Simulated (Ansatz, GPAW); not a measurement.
# Work function of a 3-layer slab of Zn(0001) at several levels, part 2 of 3

How far do functional and basis move the work function of a 3-layer slab of Zn(0001)?

GPAW 26.7.0 and Ansatz 0.2.0; Ansatz plane waves; slab in vacuum with a dipole correction, relaxation (the session's first sound run).

So far, upper work function (eV): step 2 (relaxing the atoms, PBE) 4.15; step 3 (plane waves, PBE) 4.15.

**4. OptPBE vdW: xc = "optPBE-vdW"**

Level of this step: GPAW, PAW setups; slab in vacuum (GPAW).

The same geometry under optPBE-vdW, to see how far the functional moves the levels against the vacuum (the van der Waals functionals take revPBE setups).

The input, run.py:

```python
import json
import numpy as np
from ase import Atoms
from gpaw import GPAW, PW

slab = Atoms(
    ['Zn', 'Zn', 'Zn'],
    positions=[
        [0.00000, 0.00000, 7.00000],
        [2.66000, 1.53575, 9.53917],
        [0.00000, -0.00000, 12.06923]],
    cell=[[2.66, 0.0, 0.0], [1.33, 2.30363, 0.0], [0.0, 0.0, 18.93696]],
    pbc=[True, True, False])

slab.calc = GPAW(mode=PW(400), xc='optPBE-vdW', kpts={'size': (14, 14, 1), 'gamma': True},
                 occupations={'name': 'fermi-dirac', 'width': 0.1}, nbands='140%',
                 convergence={'density': 1e-05}, maxiter=200,
                 poissonsolver={'dipolelayer': 'xy'},
                 symmetry={'tolerance': 1e-3}, txt='slab.txt')
result = {}
energy = slab.get_potential_energy()
fermi = slab.calc.get_fermi_level()
v = slab.calc.get_electrostatic_potential().mean((0, 1)) - fermi
n = slab.calc.get_pseudo_density().mean((0, 1))
L = slab.cell[2, 2]
z = np.arange(len(v)) * L / len(v)
low, high = slab.positions[:, 2].min(), slab.positions[:, 2].max()
below, above = np.interp([low - 4.8, high + 4.8], z, v)
slopes = [np.interp(x, z, np.gradient(v, z)) for x in (low - 4.8, high + 4.8)]
eps = np.array([[slab.calc.get_eigenvalues(k, s) for k in range(len(slab.calc.get_ibz_k_points()))]
                for s in range(slab.calc.get_number_of_spins())]) - fermi
top, bottom = eps[eps < 0].max(), eps[eps > 0].min()
dipole = slab.get_dipole_moment()[2]
print(f'energy {energy:.4f} eV, Fermi level {fermi:.4f} eV, dipole {dipole:.5f} e A')
print(f'potential 4.8 A off the faces, from the Fermi level: lower {below:.4f} eV, upper {above:.4f} eV')
print(f'slope of the potential there: lower {slopes[0]:.5f}, upper {slopes[1]:.5f} eV/A')
print(f'nearest levels on the mesh: {top:.4f} and {bottom:.4f} eV')
print('magnetic moment', round(slab.get_magnetic_moment(), 3))
result.update(energy=energy, fermi=fermi, dipole=dipole, below=below, above=above, slopes=slopes, edges=[top, bottom],
              z=z.tolist(), v=v.tolist(), n=n.tolist(), positions=slab.positions.tolist(),
              forces=slab.get_forces(apply_constraint=False).tolist(), moments=slab.get_magnetic_moments().tolist())
json.dump(result, open('result.json', 'w'))
```

Command:

```
$ OMP_NUM_THREADS=1 OPENBLAS_NUM_THREADS=2 python run.py
```

Numbers of over 12 decimals in the logs are rounded to 6 here.

Output:

```text
energy -36.7030 eV, Fermi level 0.0362 eV, dipole -0.00027 e A
potential 4.8 A off the faces, from the Fermi level: lower 4.2644 eV, upper 4.2684 eV
slope of the potential there: lower -0.00096, upper 0.00086 eV/A
nearest levels on the mesh: -0.0478 and 0.0171 eV
magnetic moment 0.0
```

The job ended after 23 s (2 threads of Intel Xeon 6975P-C (Granite Rapids), shared host; peak memory 0.28 GiB).

Numbers from this step:

| Property | Result |
| --- | --- |
| dipole along the normal | -2.72e-4 e·Å |
| levels nearest the Fermi level on the mesh | -0.04782, 0.01709 eV from the Fermi level |
| upper work function | 4.268 eV |
| lower work function | 4.264 eV |

Table of electrostatic potential energy of an electron (without an applied field's), less the Fermi level, planar mean by z:

| z (Å) | electrostatic potential energy of an electron (without an applied field's), less the Fermi level, planar mean (eV) |
| --- | --- |
| 0 | 4.27 |
| 1 | 4.26 |
| 2 | 4.26 |
| 3 | 4.26 |
| 4 | 4.23 |
| 5 | 3.95 |
| 6 | 0.718 |
| 7 | -16.8 |
| 8 | -0.0414 |
| 9 | -6.87 |
| 10 | -8.75 |
| 11 | 0.306 |
| 12 | -16.7 |
| 13 | 0.0279 |
| 14 | 3.90 |
| 15 | 4.23 |
| 16 | 4.27 |
| 17 | 4.27 |
| 18 | 4.27 |

Pseudo valence density, planar mean against z:

| z (Å) | pseudo valence density, planar mean (e/Å³) |
| --- | --- |
| 0.00 | 0 |
| 0.42 | 0 |
| 1.05 | 0 |
| 1.47 | 0 |
| 2.10 | 1.0e-5 |
| 2.52 | 2.8e-5 |
| 2.95 | 7.8e-5 |
| 3.58 | 3.4e-4 |
| 4.00 | 8.9e-4 |
| 4.63 | 0.00402 |
| 5.05 | 0.0113 |
| 5.47 | 0.0321 |
| 6.10 | 0.160 |
| 6.52 | 0.679 |
| 7.15 | 2.04 |
| 7.57 | 0.457 |
| 8.00 | 0.158 |
| 8.63 | 0.184 |
| 9.05 | 0.643 |
| 9.68 | 2.10 |
| 10.10 | 0.486 |
| 10.73 | 0.134 |
| 11.15 | 0.180 |
| 11.57 | 0.628 |
| 12.20 | 2.12 |
| 12.62 | 0.489 |
| 13.26 | 0.0749 |
| 13.68 | 0.0265 |
| 14.10 | 0.00935 |
| 14.73 | 0.00201 |
| 15.15 | 7.5e-4 |
| 15.78 | 1.8e-4 |
| 16.20 | 6.6e-5 |
| 16.62 | 2.4e-5 |
| 17.25 | 4.8e-6 |
| 17.67 | 0 |
| 18.31 | 0 |
| 18.73 | 0 |

Force by atom:

| atom | x (eV/Å) | y (eV/Å) | z (eV/Å) | size |
| --- | --- | --- | --- | --- |
| Zn1 | 0.000 | 0.000 | -0.138 | 0.138 |
| Zn2 | 0.000 | 0.000 | -0.013 | 0.013 |
| Zn3 | 0.000 | 0.000 | 0.152 | 0.152 |

The upper face's work function is 4.268 eV, against 4.150 eV in the first plane-wave PBE run at this geometry.

**5. Self-consistent run: xc = "RPBE"**

The same geometry under RPBE, to see how far the functional moves the levels against the vacuum.

run.py, as its differences from that of step 4:

```diff
@@ -14,3 +14,3 @@
 
-slab.calc = GPAW(mode=PW(400), xc='optPBE-vdW', kpts={'size': (14, 14, 1), 'gamma': True},
+slab.calc = GPAW(mode=PW(400), xc='RPBE', kpts={'size': (14, 14, 1), 'gamma': True},
                  occupations={'name': 'fermi-dirac', 'width': 0.1}, nbands='140%',
```

Output:

```text
energy -2.1308 eV, Fermi level 0.2142 eV, dipole -0.00025 e A
potential 4.8 A off the faces, from the Fermi level: lower 4.0032 eV, upper 4.0066 eV
slope of the potential there: lower -0.00065, upper 0.00052 eV/A
nearest levels on the mesh: -0.0621 and 0.0183 eV
magnetic moment 0.0
```

Run time: 18 s. Hardware: 2 threads; peak memory 0.18 GiB.

Numbers from this step:

```
dipole along the normal                    : -2.51e-4 e·Å
levels nearest the Fermi level on the mesh : -0.06211, 0.01826 eV from the Fermi level
upper work function                        : 4.007 eV
lower work function                        : 4.003 eV
```

The electrostatic potential energy of an electron (without an applied field's), less the Fermi level, planar mean by z:

| z (Å) | electrostatic potential energy of an electron (without an applied field's), less the Fermi level, planar mean (eV) |
| --- | --- |
| 0.0 | 4.01 |
| 0.5 | 4.00 |
| 1.0 | 4.00 |
| 1.5 | 4.00 |
| 2.0 | 4.00 |
| 2.5 | 4.00 |
| 3.0 | 4.00 |
| 3.5 | 4.00 |
| 4.0 | 3.98 |
| 4.5 | 3.93 |
| 5.0 | 3.74 |
| 5.5 | 3.05 |
| 6.0 | 0.613 |
| 6.5 | -7.53 |
| 7.0 | -16.9 |
| 7.5 | -7.77 |
| 8.0 | -0.0396 |
| 8.5 | 0.186 |
| 9.0 | -6.96 |
| 9.5 | -17.2 |
| 10.0 | -8.85 |
| 10.5 | -0.378 |
| 11.0 | 0.316 |
| 11.5 | -6.17 |
| 12.0 | -16.8 |
| 12.5 | -9.27 |
| 13.0 | -0.0724 |
| 13.5 | 2.87 |
| 14.0 | 3.69 |
| 14.5 | 3.92 |
| 15.0 | 3.98 |
| 15.5 | 4.00 |
| 16.0 | 4.00 |
| 16.5 | 4.01 |
| 17.0 | 4.01 |
| 17.5 | 4.01 |
| 18.0 | 4.01 |
| 18.5 | 4.01 |

The upper face's work function is 4.007 eV, against 4.150 eV in the first plane-wave PBE run at this geometry.

**6. Self-consistent run: xc = "revPBE"**

The same geometry under revPBE, to see how far the functional moves the levels against the vacuum.

run.py, as its differences from that of step 5:

```diff
@@ -14,3 +14,3 @@
 
-slab.calc = GPAW(mode=PW(400), xc='RPBE', kpts={'size': (14, 14, 1), 'gamma': True},
+slab.calc = GPAW(mode=PW(400), xc='revPBE', kpts={'size': (14, 14, 1), 'gamma': True},
                  occupations={'name': 'fermi-dirac', 'width': 0.1}, nbands='140%',
```

Output:

```text
energy -2.2981 eV, Fermi level 0.1858 eV, dipole -0.00024 e A
potential 4.8 A off the faces, from the Fermi level: lower 4.0212 eV, upper 4.0242 eV
slope of the potential there: lower -0.00061, upper 0.00048 eV/A
nearest levels on the mesh: -0.0629 and 0.0221 eV
magnetic moment 0.0
```

Elapsed: 17 s, on 2 threads; peak memory 0.18 GiB.

This step gave:

| Property | Result |
| --- | --- |
| dipole along the normal | -2.36e-4 e·Å |
| levels nearest the Fermi level on the mesh | -0.06290, 0.02213 eV from the Fermi level |
| upper work function | 4.024 eV |
| lower work function | 4.021 eV |

Electrostatic potential energy of an electron (without an applied field's), less the Fermi level, planar mean against z:

z (Å), electrostatic potential energy of an electron (without an applied field's), less the Fermi level, planar mean (eV) and a bar from the least value:
```
      0.0        4.0 ##############################
      0.5        4.0 ##############################
      1.0        4.0 ##############################
      1.5        4.0 ##############################
      2.0        4.0 ##############################
      2.5        4.0 ##############################
      3.0        4.0 ##############################
      3.5        4.0 ##############################
      4.0        4.0 ##############################
      4.5        3.9 ##############################
      5.0        3.8 ##############################
      5.5        3.1 #############################
      6.0        0.7 #########################
      6.5       -7.5 ##############
      7.0      -16.9 
      7.5       -7.7 #############
      8.0        0.0 ########################
      8.5        0.2 #########################
      9.0       -6.9 ##############
      9.5      -17.1 
     10.0       -8.8 ############
     10.5       -0.3 ########################
     11.0        0.4 #########################
     11.5       -6.1 ################
     12.0      -16.8 #
     12.5       -9.2 ###########
     13.0        0.0 ########################
     13.5        2.9 ############################
     14.0        3.7 ##############################
     14.5        3.9 ##############################
     15.0        4.0 ##############################
     15.5        4.0 ##############################
     16.0        4.0 ##############################
     16.5        4.0 ##############################
     17.0        4.0 ##############################
     17.5        4.0 ##############################
     18.0        4.0 ##############################
     18.5        4.0 ##############################
```

The upper face's work function is 4.024 eV, against 4.150 eV in the first plane-wave PBE run at this geometry.

**7. Real-space grid: mode = "fd"**

A real-space grid is a second complete basis, so it checks the plane-wave result.

run.py, as its differences from that of step 6:

```diff
@@ -3,3 +3,3 @@
 from ase import Atoms
-from gpaw import GPAW, PW
+from gpaw import GPAW
 
@@ -14,3 +14,3 @@
 
-slab.calc = GPAW(mode=PW(400), xc='revPBE', kpts={'size': (14, 14, 1), 'gamma': True},
+slab.calc = GPAW(mode='fd', h=0.18, xc='PBE', kpts={'size': (14, 14, 1), 'gamma': True},
                  occupations={'name': 'fermi-dirac', 'width': 0.1}, nbands='140%',
```

Output:

```text
energy -3.4042 eV, Fermi level -4.1480 eV, dipole -0.00021 e A
potential 4.8 A off the faces, from the Fermi level: lower 4.1463 eV, upper 4.1494 eV
slope of the potential there: lower -0.00048, upper 0.00048 eV/A
nearest levels on the mesh: -0.0623 and 0.0266 eV
magnetic moment 0.0
```

The job ended after 84 s (2 threads; peak memory 0.4 GiB).

This step gave:

- dipole along the normal: -2.06e-4 e·Å
- levels nearest the Fermi level on the mesh: -0.06226, 0.02659 eV from the Fermi level
- upper work function: 4.149 eV
- lower work function: 4.146 eV

Table of electrostatic potential energy of an electron (without an applied field's), less the Fermi level, planar mean by z:

| z (Å) | electrostatic potential energy of an electron (without an applied field's), less the Fermi level, planar mean (eV) |
| --- | --- |
| 0 | 4.15 |
| 1 | 4.15 |
| 2 | 4.15 |
| 3 | 4.15 |
| 4 | 4.13 |
| 5 | 3.89 |
| 6 | 0.759 |
| 7 | -16.9 |
| 8 | 0.107 |
| 9 | -6.77 |
| 10 | -8.69 |
| 11 | 0.489 |
| 12 | -16.6 |
| 13 | 0.0933 |
| 14 | 3.84 |
| 15 | 4.13 |
| 16 | 4.15 |
| 17 | 4.15 |
| 18 | 4.15 |

The upper face's work function is 4.149 eV, against 4.150 eV in the first plane-wave PBE run at this geometry.

**8. Atomic orbitals: mode = "lcao"**

Atom-centred orbitals end a few angstrom from the surface, which tests how much the density's tail matters.

run.py, as its differences from that of step 7:

```diff
@@ -14,4 +14,4 @@
 
-slab.calc = GPAW(mode='fd', h=0.18, xc='PBE', kpts={'size': (14, 14, 1), 'gamma': True},
-                 occupations={'name': 'fermi-dirac', 'width': 0.1}, nbands='140%',
+slab.calc = GPAW(mode='lcao', basis='dzp', h=0.18, xc='PBE', kpts={'size': (14, 14, 1), 'gamma': True},
+                 occupations={'name': 'fermi-dirac', 'width': 0.1}, nbands='120%',
                  convergence={'density': 1e-05}, maxiter=200,
```

Output:

```text
energy -2.4325 eV, Fermi level -4.1941 eV, dipole -0.00020 e A
potential 4.8 A off the faces, from the Fermi level: lower 4.1925 eV, upper 4.1955 eV
slope of the potential there: lower -0.00029, upper 0.00030 eV/A
nearest levels on the mesh: -0.0643 and 0.0334 eV
magnetic moment 0.0
```

Wall time 3.2 min (2 threads); peak memory 0.23 GiB.

This step gave:

| Quantity | Value |
| --- | --- |
| dipole along the normal | -2.04e-4 e·Å |
| levels nearest the Fermi level on the mesh | -0.06426, 0.03342 eV from the Fermi level |
| upper work function | 4.196 eV |
| lower work function | 4.193 eV |

The electrostatic potential energy of an electron (without an applied field's), less the Fermi level, planar mean by z:

| z (Å) | electrostatic potential energy of an electron (without an applied field's), less the Fermi level, planar mean (eV) |
| --- | --- |
| 0.0 | 4.19 |
| 0.5 | 4.19 |
| 1.0 | 4.19 |
| 1.5 | 4.19 |
| 2.0 | 4.19 |
| 2.5 | 4.19 |
| 3.0 | 4.19 |
| 3.5 | 4.19 |
| 4.0 | 4.17 |
| 4.5 | 4.12 |
| 5.0 | 3.93 |
| 5.5 | 3.22 |
| 6.0 | 0.747 |
| 6.5 | -7.40 |
| 7.0 | -17.0 |
| 7.5 | -7.64 |
| 8.0 | 0.0427 |
| 8.5 | 0.282 |
| 9.0 | -6.80 |
| 9.5 | -17.1 |
| 10.0 | -8.72 |
| 10.5 | -0.276 |
| 11.0 | 0.422 |
| 11.5 | -6.05 |
| 12.0 | -16.7 |
| 12.5 | -9.16 |
| 13.0 | 0.0798 |
| 13.5 | 3.03 |
| 14.0 | 3.88 |
| 14.5 | 4.11 |
| 15.0 | 4.17 |
| 15.5 | 4.19 |
| 16.0 | 4.19 |
| 16.5 | 4.20 |
| 17.0 | 4.20 |
| 17.5 | 4.20 |
| 18.0 | 4.20 |
| 18.5 | 4.20 |

The upper face's work function is 4.196 eV, against 4.150 eV in the first plane-wave PBE run at this geometry.

**9. All levels side by side**

Times are for 2 threads of Intel Xeon 6975P-C (Granite Rapids), shared host. The series side by side:

| no. | run | upper work function (eV) | lower work function (eV) | time | memory (GiB) |
| --- | --- | --- | --- | --- | --- |
| 1 | pw | 4.150 | 4.147 | 18 s | 0.18 |
| 2 | optPBE vdW | 4.268 | 4.264 | 23 s | 0.28 |
| 3 | RPBE | 4.007 | 4.003 | 18 s | 0.18 |
| 4 | revPBE | 4.024 | 4.021 | 17 s | 0.18 |
| 5 | fd | 4.149 | 4.146 | 84 s | 0.4 |
| 6 | lcao | 4.196 | 4.193 | 3.2 min | 0.23 |

**10. A second plane-wave code**

A second program with its own datasets checks the number independently.

This step: Ansatz plane waves; slab in vacuum with a dipole correction (Ansatz 0.2.0).

The input, input.yaml:

```yaml
crystal:
  lattice:
    - [2.66, 0.0, 0.0]
    - [1.33, 2.3036275741, 0.0]
    - [0.0, 0.0, 18.93696]
  atoms:
    - { symbol: Zn, position: [0.0, 0.0, 0.3696475041] }
    - { symbol: Zn, position: [0.6666666667, 0.6666666667, 0.503732854] }
    - { symbol: Zn, position: [0.0, 0.0, 0.63733731] }
kpoints:
  mp_grid: { grid: [14, 14, 1] }
hamiltonian:
  xc: pbe
scf:
  occupations: { method: fermi_dirac, width: 0.1 }
efield:
  axis: 3
  dipole_correction: true
  ramp_width: 0.05
output:
  forces: true
  write_potential: true
  write_density: true
  volumetric_format: npy
```

Command:

```
$ ansatz run input.yaml --threads 2 --pin off --max-ram 4096MiB --backend cpu --events-out ev --progress --plain --runs-dir out
```

Output:

```text
[...]
Crystal: 3 atoms, lattice volume = 116.039 Å³
Basis set: ecut = 420 eV, 2313 PW (Γ), exchange–correlation on 36×36×256 points (8 copies of the dense FFT grid, shifted against one another)
Bands: 22, of which v1, the nominal top of the filled ones, is band 18 counted from 1 (17 counted from 0)
Symmetry: 6 space group operations
[...]
k-points: 24 of 196 (time reversal used)
[...]
SCF iter   1: F=—  HF=-9956.837699 eV  |F-HF|=—  |Δ(HF+E_count)|=         —  Δρ=1.55e-3  dr2=2.66e-2  ethr=1.77e-3  p=-0.000 e·Å  D=-1.89e-4 V/Å  ΔV_dip=0.00 eV  dr2_dipole=1.69e-6  V_vac-E_F(+/−)=3.91/3.91 eV  ⟨swp⟩=8.0  Hψ=3028  notcnv=0
[...]
SCF iter   7: F=-9956.835056 eV  HF=-9956.835056 eV  |F-HF|=5.96e-8  |Δ(HF+E_count)|=   2.02e-7  Δρ=7.58e-6  dr2=5.16e-8  ethr=2.78e-10  p=-0.000 e·Å  D=-1.64e-4 V/Å  ΔV_dip=0.00 eV  dr2_dipole=5.33e-12  V_vac-E_F(+/−)=4.15/4.14 eV  ⟨swp⟩=14.1  Hψ=5459  notcnv=0
SCF 1 converged in 7 iterations: F = -9956.835056 eV  dr2 = 5.16e-8
[...]
SCF converged after 7 iterations
Free energy (F): -9956.835056 eV
[...]
Internal energy: -9956.800331 eV  (E = F + TS)
E sigma→0 (E₀):  -9956.817693 eV
Entropy (-TS):   -0.034725 eV (-11.575 meV/atom)
Fermi energy:    1.791948 eV
Dipole field:    D = -0.000168 V/Å  (p = -0.000108 e·Å, saw-weighted, corrected)
Work function:   Φ+ = 4.1456 eV   Φ− = 4.1424 eV
[...]
--- Forces (eV/Å), atoms counted from 1 ---
  atom   1  Zn    -0.00000000     0.00000000     0.00725207
  atom   2  Zn    -0.00000000     0.00000000    -0.01084026
  atom   3  Zn     0.00000000     0.00000000     0.00358831
  max |Σ_I F_I| component: 1.17e-7 eV/Å
--- Band table (eV; the first three rows and the last of 24) ---
  k-point 0: bands = [... 14 lower, -5.0559, -5.0432, -5.0432, -3.1870, -0.3126, 3.1781, 5.4304, 5.7832]
  k-point 1: bands = [... 14 lower, -5.0618, -5.0468, -5.0196, -3.0835, -0.1175, 3.3235, 5.5717, 5.9293]
  k-point 2: bands = [... 14 lower, -5.0783, -5.0570, -4.8030, -2.7660, 0.4432, 3.7579, 5.9952, 6.3666]
  k-point 23: bands = [... 14 lower, -5.1023, 1.8496, 2.0505, 3.0439, 3.7628, 4.0350, 5.2251, 5.5361]
```

Wall time 2.6 s (2 threads); peak memory 0.43 GiB.

The column dr2 measures how far the density is from self-consistency, as an energy; F and HF (Harris–Foulkes) agree once it is small.

This step gave:

```yaml
upper_work_function: 4.146 eV
lower_work_function: 4.142 eV
dipole_along_the_normal: -1.08e-4 e·Å
dipole_field: -1.68e-4 V/Å
vacuum_level_above: 5.938 eV
vacuum_level_below: 5.934 eV
```

(Part 2 of 3 ends here.)

[Logs are printed without paths, hosts, clocks, repeated set-up lines and the standing remarks that a program may print on its own settings, such as how far it seeks lower states.]

[Hosts, paths, dates, database ids (printed as entryN), source tags and the programs' standing remarks are cut or masked in the printed files.]
